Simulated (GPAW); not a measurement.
**Zn7CoO8 (ZnO32 Co2 d6p14): parallel and opposed starts**

A self-consistent run ends on one state, which hangs on the start. Several orders of Zn7CoO8 (ZnO32 Co2 d6p14) are started in GPAW and their energies compared.

Calculated with GPAW 26.7.0; PBE; plane waves with GPAW's PAW setups, scalar-relativistic.

## 1. Set-up

Symmetry: Cm, No. 8, monoclinic system. Conventional cell: a = 10.414 Å, b = 6.500 Å, c = 7.668 Å, α = 90.00°, β = 132.77°, γ = 90.00°. Nearest to Co lie 4 O at 1.97 to 1.99 Å. O has 1 Co at 1.97 Å and 3 Zn at 1.97 to 1.99 Å nearest. Zn has 4 O at 1.97 to 1.99 Å nearest. Nearest to O lie 4 Zn at 1.97 to 1.99 Å. Nearest to Zn lie 4 O at 1.97 to 1.99 Å. O has 3 Zn at 1.97 Å and 1 Co at 1.99 Å nearest. substitutional dopants on the host's lattice, its constants typed without a cited source, atoms not relaxed. Farther neighbours and most contacts between anions are not listed.

The cell is a made-up one and need not be a known phase.

## 2. Order 1, typed as ferro ++

The parallel start comes first: it fits the smallest cell, keeps the most symmetry and shows whether parallel moments form.

Input file order1.py:

```python
import json
import numpy as np
from ase import Atoms
from ase.parallel import paropen, parprint
from gpaw import GPAW

atoms = Atoms(['Co', 'O', 'Zn', 'O', 'Zn', 'O', 'Zn', 'O', 'Zn', 'O', 'Zn', 'O', 'Co', 'O', 'Zn', 'O', 'Zn', 'O', 'Zn', 'O', 'Zn', 'O', 'Zn', 'O', 'Zn', 'O', 'Zn', 'O', 'Zn', 'O', 'Zn', 'O'],
    cell=[[6.5, 0.0, 0.0],
         [-3.25, 5.629165, 0.0],
         [0.0, 0.0, 10.414]],
    scaled_positions=[[0.0, 0.0, 0.0],
         [0.166667, 0.333333, 0.059],
         [0.166667, 0.333333, 0.25],
         [0.0, 0.0, 0.309],
         [0.0, 0.0, 0.5],
         [0.166667, 0.333333, 0.559],
         [0.166667, 0.333333, 0.75],
         [0.0, 0.0, 0.809],
         [0.0, 0.5, 0.0],
         [0.166667, 0.833333, 0.059],
         [0.166667, 0.833333, 0.25],
         [0.0, 0.5, 0.309],
         [0.0, 0.5, 0.5],
         [0.166667, 0.833333, 0.559],
         [0.166667, 0.833333, 0.75],
         [0.0, 0.5, 0.809],
         [0.5, 0.0, 0.0],
         [0.666667, 0.333333, 0.059],
         [0.666667, 0.333333, 0.25],
         [0.5, 0.0, 0.309],
         [0.5, 0.0, 0.5],
         [0.666667, 0.333333, 0.559],
         [0.666667, 0.333333, 0.75],
         [0.5, 0.0, 0.809],
         [0.5, 0.5, 0.0],
         [0.666667, 0.833333, 0.059],
         [0.666667, 0.833333, 0.25],
         [0.5, 0.5, 0.309],
         [0.5, 0.5, 0.5],
         [0.666667, 0.833333, 0.559],
         [0.666667, 0.833333, 0.75],
         [0.5, 0.5, 0.809]],
    pbc=True,
    magmoms=[3.0, 0.0, 0.0, 0.0, 0.0, 0.0, 0.0, 0.0, 0.0, 0.0, 0.0, 0.0, 3.0, 0.0, 0.0, 0.0, 0.0, 0.0, 0.0, 0.0, 0.0, 0.0, 0.0, 0.0, 0.0, 0.0, 0.0, 0.0, 0.0, 0.0, 0.0, 0.0])
atoms.calc = GPAW(mode={'name': 'pw', 'ecut': 600},
    xc='PBE',
    kpts={'size': (5, 5, 3), 'gamma': True},
    occupations={'name': 'fermi-dirac', 'width': 0.05},
    convergence={'density': 1e-05, 'energy': 1e-05},
    maxiter=200,
    mixer={'name': 'pulay', 'beta': 0.05, 'nmaxold': 6, 'weight': 50},
    symmetry={'tolerance': 1e-4},
    txt='order1.txt')
e = atoms.get_potential_energy(force_consistent=True)
res = {'free_energy': e, 'energy_sigma0': atoms.get_potential_energy(), 'fermi_energy': atoms.calc.get_fermi_level()}
res['moments'] = atoms.get_magnetic_moments().tolist()
res['total'] = atoms.get_magnetic_moment()
parprint('site moments (muB):', np.round(res['moments'], 3))
parprint(f"total moment: {res['total']:.3f} muB")
parprint(f'free energy: {e:.6f} eV')
atoms.calc.write('order1.gpw')
with paropen('results.json', 'w') as f:
    json.dump(res, f)
```

The run is started by

```bash
$ OMP_NUM_THREADS=1 mpirun -n 8 gpaw python order1.py > order1.log
```

The log of the run:

```text
site moments (muB): [2.451e+00 5.900e-02 6.000e-03 0.000e+00 8.000e-03 5.900e-02 6.000e-03
 5.300e-02 8.000e-03 5.900e-02 6.000e-03 5.300e-02 2.451e+00 5.900e-02
 6.000e-03 0.000e+00 8.000e-03 1.000e-03 3.000e-03 1.000e-03 8.000e-03
 5.800e-02 3.000e-03 1.000e-03 8.000e-03 5.800e-02 3.000e-03 1.000e-03
 8.000e-03 1.000e-03 3.000e-03 1.000e-03]
total moment: 6.074 muB
free energy: -157.283633 eV

--- order1.txt ---
Input parameters:
  mode=PW(ecut=600),
  convergence={'density': 1e-05, 'energy': 1e-05},
  kpts=MonkhorstPack(size=(5, 5, 3), gamma=True),
  maxiter=200,
  mixer=Pulay(name='pulay', nmaxold=6, beta=0.05, weight=50, sigma=0.015, g_ss=None),
  occupations=Occupations(name='fermi-dirac', width=0.05),
  symmetry=Symmetry(tolerance=0.0001),
  xc=XC(name='PBE')

Diagonalizing LCAO Hamiltonian
Converting LCAO to pw mode

          Zn      Zn
         O       O
           OZn     OZn
          O       O
            O       O
         Co      Zn
           Zn      Zn
         OZn     OZn
            Zn      Zn
          OO      OO

         Zn O    Zn O
           Co      Zn

Atoms  # Å, Bohr magnetons
|    | symbol |         x |        y |        z |    initial magnetic moments |
|----|--------|-----------|----------|----------|-----------------------------|
|  0 |     Co |  0.000000 | 0.000000 | 0.000000 | ( 0.0000,  0.0000,  3.0000) |
|  1 |      O |  0.000003 | 1.876386 | 0.614426 | ( 0.0000,  0.0000,  0.0000) |
|  2 |     Zn |  0.000003 | 1.876386 | 2.603500 | ( 0.0000,  0.0000,  0.0000) |
|  3 |      O |  0.000000 | 0.000000 | 3.217926 | ( 0.0000,  0.0000,  0.0000) |
|  4 |     Zn |  0.000000 | 0.000000 | 5.207000 | ( 0.0000,  0.0000,  0.0000) |
|  5 |      O |  0.000003 | 1.876386 | 5.821426 | ( 0.0000,  0.0000,  0.0000) |
|  6 |     Zn |  0.000003 | 1.876386 | 7.810500 | ( 0.0000,  0.0000,  0.0000) |
|  7 |      O |  0.000000 | 0.000000 | 8.424926 | ( 0.0000,  0.0000,  0.0000) |
|  8 |     Zn | -1.625000 | 2.814583 | 0.000000 | ( 0.0000,  0.0000,  0.0000) |
|  9 |      O | -1.624997 | 4.690969 | 0.614426 | ( 0.0000,  0.0000,  0.0000) |
| 10 |     Zn | -1.624997 | 4.690969 | 2.603500 | ( 0.0000,  0.0000,  0.0000) |
| 11 |      O | -1.625000 | 2.814583 | 3.217926 | ( 0.0000,  0.0000,  0.0000) |
| 12 |     Co | -1.625000 | 2.814583 | 5.207000 | ( 0.0000,  0.0000,  3.0000) |
| 13 |      O | -1.624997 | 4.690969 | 5.821426 | ( 0.0000,  0.0000,  0.0000) |
| 14 |     Zn | -1.624997 | 4.690969 | 7.810500 | ( 0.0000,  0.0000,  0.0000) |
| 15 |      O | -1.625000 | 2.814583 | 8.424926 | ( 0.0000,  0.0000,  0.0000) |
| 16 |     Zn |  3.250000 | 0.000000 | 0.000000 | ( 0.0000,  0.0000,  0.0000) |
| 17 |      O |  3.250003 | 1.876386 | 0.614426 | ( 0.0000,  0.0000,  0.0000) |
| 18 |     Zn |  3.250003 | 1.876386 | 2.603500 | ( 0.0000,  0.0000,  0.0000) |
| 19 |      O |  3.250000 | 0.000000 | 3.217926 | ( 0.0000,  0.0000,  0.0000) |
| 20 |     Zn |  3.250000 | 0.000000 | 5.207000 | ( 0.0000,  0.0000,  0.0000) |
| 21 |      O |  3.250003 | 1.876386 | 5.821426 | ( 0.0000,  0.0000,  0.0000) |
| 22 |     Zn |  3.250003 | 1.876386 | 7.810500 | ( 0.0000,  0.0000,  0.0000) |
| 23 |      O |  3.250000 | 0.000000 | 8.424926 | ( 0.0000,  0.0000,  0.0000) |
| 24 |     Zn |  1.625000 | 2.814583 | 0.000000 | ( 0.0000,  0.0000,  0.0000) |
| 25 |      O |  1.625003 | 4.690969 | 0.614426 | ( 0.0000,  0.0000,  0.0000) |
| 26 |     Zn |  1.625003 | 4.690969 | 2.603500 | ( 0.0000,  0.0000,  0.0000) |
| 27 |      O |  1.625000 | 2.814583 | 3.217926 | ( 0.0000,  0.0000,  0.0000) |
| 28 |     Zn |  1.625000 | 2.814583 | 5.207000 | ( 0.0000,  0.0000,  0.0000) |
| 29 |      O |  1.625003 | 4.690969 | 5.821426 | ( 0.0000,  0.0000,  0.0000) |
| 30 |     Zn |  1.625003 | 4.690969 | 7.810500 | ( 0.0000,  0.0000,  0.0000) |
| 31 |      O |  1.625000 | 2.814583 | 8.424926 | ( 0.0000,  0.0000,  0.0000) |

Unit cell  # Å
| periodic |         x |        y |         z |   lengths |     angles |
|----------|-----------|----------|-----------|-----------|------------|
|      yes |  6.500000 | 0.000000 |  0.000000 |  6.500000 |  90.000000 |
|      yes | -3.250000 | 5.629165 |  0.000000 |  6.500000 |  90.000000 |
|      yes |  0.000000 | 0.000000 | 10.414000 | 10.414000 | 120.000001 |

Number of symmetries: 2

BZ-sampling:
  Number of BZ points: 75
  Number of IBZ points: 24

  Monkhorst-Pack size: [5, 5, 3]
  Monkhorst-Pack shift: [0, 0, 0]

K-points  # in reciprocal-cell coordinates
|     |                                coordinates |     weight |
|-----|--------------------------------------------|------------|
|   0 | (  0.00000000,   0.00000000,   0.00000000) | 0.01333333 |
|   1 | (  0.00000000,   0.00000000,   0.33333333) | 0.02666667 |
|   2 | (  0.20000000,  -0.40000000,   0.00000000) | 0.02666667 |
|   3 | (  0.20000000,  -0.40000000,   0.33333333) | 0.05333333 |
|   4 | (  0.20000000,  -0.20000000,  -0.33333333) | 0.05333333 |
|   5 | (  0.20000000,  -0.20000000,   0.00000000) | 0.05333333 |
|   6 | (  0.20000000,  -0.20000000,   0.33333333) | 0.05333333 |
|   7 | (  0.20000000,   0.00000000,  -0.33333333) | 0.02666667 |
|   8 | (  0.20000000,   0.00000000,   0.00000000) | 0.02666667 |
|   9 | (  0.20000000,   0.00000000,   0.33333333) | 0.02666667 |
| ... |                                            |            |
|  23 | (  0.40000000,   0.40000000,   0.33333333) | 0.05333333 |

Plane wave coefficients: 12735
Cutoff: 600.0 eV

Spin-components: 2 (collinear spins)
Bands:           177
Projectors:      176
Spin-degeneracy: 1
Datatype:        complex128

Parallelization:
  kpt:    8
  domain: 1
  band:   1

Density:
  Valence electrons: 282.0
  Components: 2
  Grid points: [40 40 60]
  Charge: 0.0  # |e|

Potential:
  Grid points: [40 40 60]

species:
  Co:
    name:    Cobalt
    Z:       27.0
    valence: 9
    core:    18
    charge:  0.0  # [|e|]
    compensation charges:
      type: gauss
      rc: 0.32  # [Å]
      lmax: 2
    cutoffs:
      filter: 1.87  # [Å]
      core: 2.55  # [Å]
    projectors
    | kind |    occ | energy [eV] | rcut [Å] |
    |------|--------|-------------|----------|
    |   4s |  2.000 |      -5.469 |    1.005 |
    |   4p |  0.000 |      -1.277 |    1.058 |
    |   3d |  7.000 |      -8.205 |    1.005 |
    |    s |        |      21.742 |    1.005 |
    |    p |        |      25.934 |    1.058 |
    |    d |        |      19.007 |    1.005 |

    Using partial waves for Co as LCAO basis

  O:
    name:    Oxygen
    Z:       8.0
    valence: 6
    core:    2
    charge:  0.0  # [|e|]
    compensation charges:
      type: gauss
      rc: 0.21  # [Å]
      lmax: 2
    cutoffs:
      filter: 1.17  # [Å]
      core: 0.83  # [Å]
    projectors
    | kind |    occ | energy [eV] | rcut [Å] |
    |------|--------|-------------|----------|
    |   2s |  2.000 |     -23.961 |    0.688 |
    |   2p |  4.000 |      -9.029 |    0.598 |
    |    s |        |       3.251 |    0.688 |
    |    p |        |      18.182 |    0.598 |
    |    d |        |       0.000 |    0.619 |

    Using partial waves for O as LCAO basis

  Zn:
    name:    Zinc
    Z:       30.0
    valence: 12
    core:    18
    charge:  0.0  # [|e|]
    compensation charges:
      type: gauss
      rc: 0.37  # [Å]
      lmax: 2
    cutoffs:
      filter: 2.14  # [Å]
      core: 2.28  # [Å]
    projectors
    | kind |    occ | energy [eV] | rcut [Å] |
    |------|--------|-------------|----------|
    |   4s |  2.000 |      -5.977 |    1.286 |
    |   4p |  0.000 |      -1.117 |    1.270 |
    |   3d | 10.000 |     -10.142 |    1.180 |
    |    s |        |      21.234 |    1.286 |
    |    p |        |      26.095 |    1.270 |
    |    d |        |      17.070 |    1.180 |

    Using partial waves for Zn as LCAO basis

Reference energy: -792517.629771  # eV

eigensolver:
  PPCG
  Converge bands: occupied
  niter=2

density mixing:
  Pulay-Mixer
  Linear mixing parameters: 0.05
  Old densities: 6
  Fourier metric: weight=50, sigma=0.015

occupation numbers:
  Fermi-Dirac:
    width: 0.0500  # eV

poisson solver:
  ecut: 4800.0  # eV

xc functional:
  name: PBE with 2 nearest neighbor stencil

convergence criteria:
- Maximum integral of absolute [dens]ity change: 1e-05 electrons / valence electron
- Maximum [total energy] change in last 3 cyles: 1e-05 eV / valence electron
- Maximum integral of absolute [eigenst]ate change: 4e-08 eV^2 / valence electron
maximum number of iterations: 200

SCF iterations
|iter     |      energy | eigst |  dens |  magmom |
|---------|-------------|-------|-------|---------|
|iter:   1|       0s | -179.533708 | +0.88 |       |  +6.0024|
|iter:   2|      35s | -173.124390 | -0.13 | -0.95 |  +6.0032|
|iter:   3|      71s | -156.666745 | +0.70 | -1.00 |  +6.0109|
|iter:   4|     106s | -157.114628 | -0.13 | -1.40 |  +6.0247|
|iter:   5|     141s | -157.320196 | -1.04 | -1.44 |  +6.0831|
|iter:   6|     176s | -157.210911 | -1.29 | -1.75 |  +6.0972|
|iter:   7|     212s | -157.267080 | -1.30 | -1.92 |  +6.1325|
|iter:   8|     246s | -157.261071 | -1.91 | -2.13 |  +6.1353|
|iter:   9|     281s | -157.302102 | -1.43 | -2.19 |  +6.1352|
|iter:  10|     316s | -157.261216 | -1.83 | -2.43 |  +6.1300|
[... 11 iterations left out ...]
|iter:  22|     737s | -157.270592c| -6.01 | -4.20 |  +6.0743|
|iter:  23|     771s | -157.270588c| -6.38 | -4.34 |  +6.0741|
|iter:  24|     805s | -157.270559c| -6.72 | -4.46 |  +6.0742|
|iter:  25|     838s | -157.270557c| -7.32 | -4.49 |  +6.0743|
|iter:  26|     855s | -157.270558c| -7.46c| -4.52 |  +6.0743|
|iter:  27|     888s | -157.270570c| -6.75 | -4.55 |  +6.0740|
|iter:  28|     921s | -157.270567c| -7.14 | -4.68 |  +6.0736|
|iter:  29|     955s | -157.270575c| -7.24 | -4.77 |  +6.0733|
|iter:  30|     988s | -157.270570c| -7.42c| -4.90 |  +6.0735|
|iter:  31|    1005s | -157.270568c| -7.47c| -5.03c|  +6.0735|

Converged in 31 steps
Energy contributions relative to reference atoms: (reference = -792517.629771)

Energy contributions:
  Kinetic:         348.550026
  Coulomb:        -303.567600
  Zero:              1.880151
  External:          0.000000
  Xc:             -204.120082
  Entropy:          -0.026128
  Spinorbit:         0.000000
  ----------------------------
  Free energy:    -157.283633
  Extrapolated:   -157.270568

dipole moment: (-82.058510, -101.871041, -98.350245)  # |e|*Ang

Total magnetic moment: (0.000000, 0.000000, 6.073541)

Local magnetic moments
|        x |        y |        z |
|----------|----------|----------|
| 0.000000 | 0.000000 | 2.450509 |  # Co   0
| 0.000000 | 0.000000 | 0.059255 |  # O    1
| 0.000000 | 0.000000 | 0.005540 |  # Zn   2
| 0.000000 | 0.000000 | 0.000055 |  # O    3
| 0.000000 | 0.000000 | 0.008016 |  # Zn   4
| 0.000000 | 0.000000 | 0.059255 |  # O    5
| 0.000000 | 0.000000 | 0.005540 |  # Zn   6
| 0.000000 | 0.000000 | 0.052892 |  # O    7
| 0.000000 | 0.000000 | 0.008016 |  # Zn   8
| 0.000000 | 0.000000 | 0.059255 |  # O    9
| 0.000000 | 0.000000 | 0.005540 |  # Zn  10
| 0.000000 | 0.000000 | 0.052892 |  # O   11
| 0.000000 | 0.000000 | 2.450509 |  # Co  12
| 0.000000 | 0.000000 | 0.059255 |  # O   13
| 0.000000 | 0.000000 | 0.005540 |  # Zn  14
| 0.000000 | 0.000000 | 0.000055 |  # O   15
[...]
| 0.000000 | 0.000000 | 0.002518 |  # Zn  22
| 0.000000 | 0.000000 | 0.001143 |  # O   23
| 0.000000 | 0.000000 | 0.008163 |  # Zn  24
| 0.000000 | 0.000000 | 0.057976 |  # O   25
| 0.000000 | 0.000000 | 0.002518 |  # Zn  26
| 0.000000 | 0.000000 | 0.001143 |  # O   27
| 0.000000 | 0.000000 | 0.008163 |  # Zn  28
| 0.000000 | 0.000000 | 0.001049 |  # O   29
| 0.000000 | 0.000000 | 0.003117 |  # Zn  30
| 0.000000 | 0.000000 | 0.001143 |  # O   31

Fermi level: 5.544
Eigenvalues  # (at kpt = [0.000, 0.000, 0.000])
| band index |      eig [eV] | occ [0-1] |      eig [eV] | occ [0-1] |
|------------|---------------|-----------|---------------|-----------|
|          0 |       -14.053 |     1.000 |       -13.987 |     1.000 |
|        ... |               |           |               |           |
|        134 |         3.920 |     1.000 |         4.976 |     1.000 |
|        135 |         4.013 |     1.000 |         5.250 |     0.997 |
|        136 |         4.091 |     1.000 |         5.298 |     0.993 |
|        137 |         4.121 |     1.000 |         5.321 |     0.989 |
|        138 |         4.177 |     1.000 |         5.364 |     0.974 |
|        139 |         4.457 |     1.000 |         6.618 |     0.000 |
|        140 |         4.489 |     1.000 |         6.905 |     0.000 |
|        141 |         4.491 |     1.000 |         6.912 |     0.000 |
|        142 |         4.586 |     1.000 |         6.921 |     0.000 |
|        143 |         4.606 |     1.000 |         6.934 |     0.000 |
|        144 |         4.897 |     1.000 |         6.955 |     0.000 |
|        145 |         7.465 |     0.000 |         7.512 |     0.000 |
|        146 |         7.614 |     0.000 |         7.805 |     0.000 |
|        147 |         9.315 |     0.000 |         9.345 |     0.000 |
|        148 |         9.750 |     0.000 |         9.755 |     0.000 |
|        149 |         9.790 |     0.000 |         9.836 |     0.000 |
|        ... |               |           |               |           |
|        176 |        14.681 |     0.000 |        14.756 |     0.000 |

No gap
No difference between direct/indirect transitions
```

Elapsed: 18 min, on 8 MPI ranks of Intel Xeon Platinum 8223CL at 3.00GHz (Skylake/Cascade Lake), shared host; peak memory 6.1 GiB.

Spin moment in the augmentation sphere by element, in μB:

| element | atoms | mean | spread (r.m.s.) | least | largest |
| --- | --- | --- | --- | --- | --- |
| Co | 2 | 2.45 | 0.00 | 2.45 | 2.45 |
| O | 16 | 0.03 | 0.03 | 0.00 | 0.06 |
| Zn | 14 | 0.01 | 0.00 | 0.00 | 0.01 |

The atoms farthest from the mean of their element:

| atom | x, y, z (Å) | spin moment in the augmentation sphere (μB) |
| --- | --- | --- |
| O2 | 0.00, 1.88, 0.61 | 0.06 |
| O6 | 0.00, 1.88, 5.82 | 0.06 |
| O14 | -1.62, 4.69, 5.82 | 0.06 |
| O10 | -1.62, 4.69, 0.61 | 0.06 |
| O4 | 0.00, 0.00, 3.22 | 0.00 |
| O16 | -1.62, 2.81, 8.42 | 0.00 |
| O26 | 1.63, 4.69, 0.61 | 0.06 |
| O22 | 3.25, 1.88, 5.82 | 0.06 |

Numbers from this step:

```yaml
magnetization: 6.074 μB
final_state: ferromagnetic
```

After 31 cycles the largest moment stands at 2.45 μB.

(Part 1 of 2 ends here.)

[Logs and program files are shortened in this print: banners, set-up blocks, solver, clock and traceback lines can be left out without a mark of their own.]

[Logs are printed without paths, hosts, clocks, repeated set-up lines and the standing remarks that a program may print on its own settings, such as how far it seeks lower states.]

[Hosts, paths, dates, database ids (printed as entryN), source tags and the programs' standing remarks are cut or masked in the printed files.]

[Where a cell is said to come from a database of computed structures, the database is the Materials Project.]
